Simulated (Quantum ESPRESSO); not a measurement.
# MnGePd: which magnetic order is lowest, part 2 of 2

Wanted: the moments of MnGePd and the energy of each order that was tried.

Quantum ESPRESSO 7.5; LDA; plane waves with GBRV 1.5 LDA potentials, no spin-orbit coupling.

So far, absolute magnetization (μB): step 2 (run 1, typed as ferro +++) 11.1.

## 3. Run 2 (ferri ++−)

pw.in

```
&CONTROL
  calculation = 'scf'
  prefix = 'pwscf'
  outdir = './tmp'
  pseudo_dir = './pseudo'
  disk_io = 'nowf'
/
&SYSTEM
  ibrav = 0
  nat = 9
  ntyp = 4
  ecutwfc = 40
  ecutrho = 280
  nbnd = 85
  occupations = 'smearing'
  smearing = 'fd'
  degauss = 0.00734986
  nspin = 2
  starting_magnetization(1) = 0.2333
  starting_magnetization(2) = -0.2333
  starting_magnetization(3) = 0
  starting_magnetization(4) = 0
/
&ELECTRONS
  conv_thr = 1.8d-08
  electron_maxstep = 150
  mixing_beta = 0.3
/
ATOMIC_SPECIES
Mn1    54.9380 mn_lda_v1.5.uspp.F.UPF
Mn2    54.9380 mn_lda_v1.5.uspp.F.UPF
Ge     72.6300 ge_lda_v1.4.uspp.F.UPF
Pd    106.4200 pd_lda_v1.4.uspp.F.UPF
CELL_PARAMETERS angstrom
   6.6390000000    0.0000000000    0.0000000000
  -3.3195000000    5.7495426557    0.0000000000
   0.0000000000    0.0000000000    3.5770000000
ATOMIC_POSITIONS crystal
Mn1     0.5914500000    0.0000000000    0.5000000000
Mn1     0.4085500000    0.4085500000    0.5000000000
Mn2     0.0000000000    0.5914500000    0.5000000000
Ge      0.3333333333    0.6666666667    0.0000000000
Ge      0.6666666667    0.3333333333    0.0000000000
Ge      0.0000000000    0.0000000000    0.5000000000
Pd      0.2589500000    0.0000000000    0.0000000000
Pd      0.7410500000    0.7410500000    0.0000000000
Pd      0.0000000000    0.2589500000    0.0000000000
K_POINTS automatic
8 8 8 0 0 0
```

Started as:

```console
OMP_NUM_THREADS=1 mpirun -n 4 pw.x -nk 4 -in pw.in > pw.out
```

The program printed:

```text
[banner, memory and clock lines left out]
Program PWSCF v.7.5 starts

     Message from routine setup:
     using ibrav=0 with symmetry is DISCOURAGED, use correct ibrav instead

     bravais-lattice index     =            0
     lattice parameter (alat)  =      12.5459  a.u.
     unit-cell volume          =     921.4070 (a.u.)^3
     number of atoms/cell      =            9
     number of atomic types    =            4
     number of electrons       =       135.00
     number of Kohn-Sham states=           85
     kinetic-energy cutoff     =      40.0000  Ry
     charge density cutoff     =     280.0000  Ry
     scf convergence threshold =      1.8E-08
     mixing beta               =       0.3000
     number of iterations used =            8  plain     mixing
     Exchange-correlation=  SLA  PZ   NOGX NOGC
                           (   1   1   0   0   0   0   0)

     celldm(1)=  12.545892  celldm(2)=   0.000000  celldm(3)=   0.000000
     celldm(4)=   0.000000  celldm(5)=   0.000000  celldm(6)=   0.000000

     crystal axes: (cart. coord. in units of alat)
               a(1) = (   1.000000   0.000000   0.000000 )
               a(2) = (  -0.500000   0.866025   0.000000 )
               a(3) = (   0.000000   0.000000   0.538786 )

     reciprocal axes: (cart. coord. in units 2 pi/alat)
               b(1) = (  1.000000  0.577350 -0.000000 )
               b(2) = (  0.000000  1.154701  0.000000 )
               b(3) = (  0.000000 -0.000000  1.856025 )

     PseudoPot. # 1 for Mn read from file:
     mn_lda_v1.5.uspp.F.UPF
     Pseudo is Ultrasoft + core correction, Zval = 15.0

     PseudoPot. # 2 for Mn read from file:
     mn_lda_v1.5.uspp.F.UPF
     Pseudo is Ultrasoft + core correction, Zval = 15.0

     PseudoPot. # 3 for Ge read from file:
     ge_lda_v1.4.uspp.F.UPF
     Pseudo is Ultrasoft + core correction, Zval = 14.0

     PseudoPot. # 4 for Pd read from file:
     pd_lda_v1.4.uspp.F.UPF
     Pseudo is Ultrasoft + core correction, Zval = 16.0

     atomic species   valence    mass     pseudopotential
     Mn1              15.00    54.93800     Mn( 1.00)
     Mn2              15.00    54.93800     Mn( 1.00)
     Ge               14.00    72.63000     Ge( 1.00)
     Pd               16.00   106.42000     Pd( 1.00)

     Starting magnetic structure
     atomic species   magnetization
     Mn1             0.233
     Mn2            -0.233
     Ge              0.000
     Pd              0.000

      4 Sym. Ops. (no inversion) found

   Cartesian axes

     site n.     atom                  positions (alat units)
         1        Mn1    tau(   1) = (   0.5914500   0.0000000   0.2693930  )
         2        Mn1    tau(   2) = (   0.2042750   0.3538147   0.2693930  )
         3        Mn2    tau(   3) = (  -0.2957250   0.5122107   0.2693930  )
         4        Ge     tau(   4) = (  -0.0000000   0.5773503   0.0000000  )
         5        Ge     tau(   5) = (   0.5000000   0.2886751   0.0000000  )
         6        Ge     tau(   6) = (   0.0000000   0.0000000   0.2693930  )
         7        Pd     tau(   7) = (   0.2589500   0.0000000   0.0000000  )
         8        Pd     tau(   8) = (   0.3705250   0.6417681   0.0000000  )
         9        Pd     tau(   9) = (  -0.1294750   0.2242573   0.0000000  )

     number of k points=   105  Fermi-Dirac smearing, width (Ry)=  0.0073

     Number of k-points >= 100: set verbosity='high' to print them.

     Dense  grid:    72757 G-vectors     FFT dimensions: (  72,  72,  40)

     Smooth grid:    31509 G-vectors     FFT dimensions: (  54,  54,  27)

     Check: negative core charge=   -0.000025
     Generating pointlists ...
     new r_m :   0.1672 (alat units)  2.0975 (a.u.) for type    1
     new r_m :   0.1672 (alat units)  2.0975 (a.u.) for type    2
     new r_m :   0.1541 (alat units)  1.9338 (a.u.) for type    3
     new r_m :   0.1541 (alat units)  1.9338 (a.u.) for type    4

     Initial potential from superposition of free atoms

     starting charge     131.9976, renormalised to     135.0000

     negative rho (up, down):  1.114E-01 1.114E-01
     Starting wfcs are  102 randomized atomic wfcs

     Self-consistent Calculation

     iteration #  1     ecut=    40.00 Ry     beta= 0.30
     Davidson diagonalization with overlap
     ethr =  1.00E-02,  avg # of iterations =  2.1

     negative rho (up, down):  1.103E-01 1.103E-01

     total energy              =   -1865.39846258 Ry
     estimated scf accuracy    <      12.66220452 Ry

     total magnetization       =     3.05 Bohr mag/cell
     absolute magnetization    =     8.71 Bohr mag/cell

     iteration #  2     ecut=    40.00 Ry     beta= 0.30
     Davidson diagonalization with overlap
     ethr =  9.38E-03,  avg # of iterations =  2.1

     negative rho (up, down):  1.120E-01 1.119E-01

     total energy              =   -1867.36763232 Ry
     estimated scf accuracy    <      19.73185031 Ry

     total magnetization       =     2.71 Bohr mag/cell
     absolute magnetization    =     6.59 Bohr mag/cell

     [... further iterations left out ...]

     iteration # 17     ecut=    40.00 Ry     beta= 0.30
     Davidson diagonalization with overlap
     ethr =  6.54E-11,  avg # of iterations =  2.1

     negative rho (up, down):  1.149E-01 1.151E-01

     total energy              =   -1869.30779665 Ry
     estimated scf accuracy    <       0.00000004 Ry

     total magnetization       =     2.88 Bohr mag/cell
     absolute magnetization    =    10.86 Bohr mag/cell

     iteration # 18     ecut=    40.00 Ry     beta= 0.30
     Davidson diagonalization with overlap
     ethr =  2.61E-11,  avg # of iterations =  2.0

     negative rho (up, down):  1.149E-01 1.151E-01

     Magnetic moment per site  (integrated on atomic sphere of radius R)
     atom   1 (R=0.167)  charge= 13.5023  magn=  3.2339
     atom   2 (R=0.167)  charge= 13.5023  magn=  3.2339
     atom   3 (R=0.167)  charge= 13.4920  magn= -3.4253
     atom   4 (R=0.154)  charge= 11.9340  magn= -0.0433
     atom   5 (R=0.154)  charge= 11.9340  magn= -0.0433
     atom   6 (R=0.154)  charge= 11.9805  magn= -0.0267
     atom   7 (R=0.154)  charge= 13.7686  magn= -0.0191
     atom   8 (R=0.154)  charge= 13.7686  magn= -0.0191
     atom   9 (R=0.154)  charge= 13.7678  magn=  0.0121

     End of self-consistent calculation

     Number of k-points >= 100: set verbosity='high' to print the bands.

     the Fermi energy is    15.4337 ev

!    total energy              =   -1869.30779666 Ry
     estimated scf accuracy    <          8.3E-09 Ry
     smearing contrib. (-TS)   =      -0.01754745 Ry
     internal energy E=F+TS    =   -1869.29024921 Ry

     The total energy is F=E-TS. E is the sum of the following terms:
     one-electron contribution =    -778.23951238 Ry
     hartree contribution      =     493.41972955 Ry
     xc contribution           =    -344.44671251 Ry
     ewald contribution        =   -1240.02375387 Ry

     total magnetization       =     2.88 Bohr mag/cell
     absolute magnetization    =    10.86 Bohr mag/cell

     convergence has been achieved in  18 iterations
```

Elapsed: 10 min, on 4 MPI ranks of Arm Neoverse V2, shared host; peak memory 1.7 GiB.

Spin moment in the atom's sphere by atom:

```
atom  spin moment in the atom's sphere (μB)
 Mn1                                   3.23
 Mn2                                   3.23
 Mn3                                  -3.43
 Ge4                                  -0.04
 Ge5                                  -0.04
 Ge6                                  -0.03
 Pd7                                  -0.02
 Pd8                                  -0.02
 Pd9                                   0.01
```

Read from the output:

| Quantity | Value |
| --- | --- |
| smearing term TS | 0.2387 eV |
| magnetization | 2.884 μB |
| absolute magnetization | 10.87 μB |
| final state | ferrimagnetic |

## 4. Ranking

An order is kept where moments of 0.15 μB or more survive with the typed signs; meshes match where a doubled cell samples the same k points as the first cell.

Ferrimagnetic means that a moment over 0.15 μB on a transition or rare-earth metal, induced ones included, opposes the net moment. Orders:

```
    start    final state  typed order kept  energy over the lowest (meV a seeded atom)  largest site moment (μB)  net moment (μB a cell of the first run)  mesh matched  CPU time (s)
ferro +++  ferromagnetic               yes                                           0                     3.315                                    9.761           yes         943.2
ferri ++-  ferrimagnetic               yes                                       156.1                     3.425                                    2.884           yes          2494
```

## 5. Summary of results

| Quantity | Value |
| --- | --- |
| lowest state found | ferromagnetic (from ferro +++) |
| largest site moment | 3.31 μB |
| next state with moments | ferrimagnetic, 156 meV a seeded atom higher |

In words: This is the lowest of 2 collinear or spinless starts, no proof of the ground state. Energies are free energies at an electronic temperature of 1160 K, which lowers moments and differences where the moments are itinerant.

[Logs and program files are shortened in this print: banners, set-up blocks, solver, clock and traceback lines can be left out without a mark of their own.]

[Logs are printed without paths, hosts, clocks, repeated set-up lines and the standing remarks that a program may print on its own settings, such as how far it seeks lower states.]

[Hosts, paths, dates, database ids (printed as entryN), source tags and the programs' standing remarks are cut or masked in the printed files.]

[Where a cell is said to come from a database of computed structures, the database is the Materials Project.]
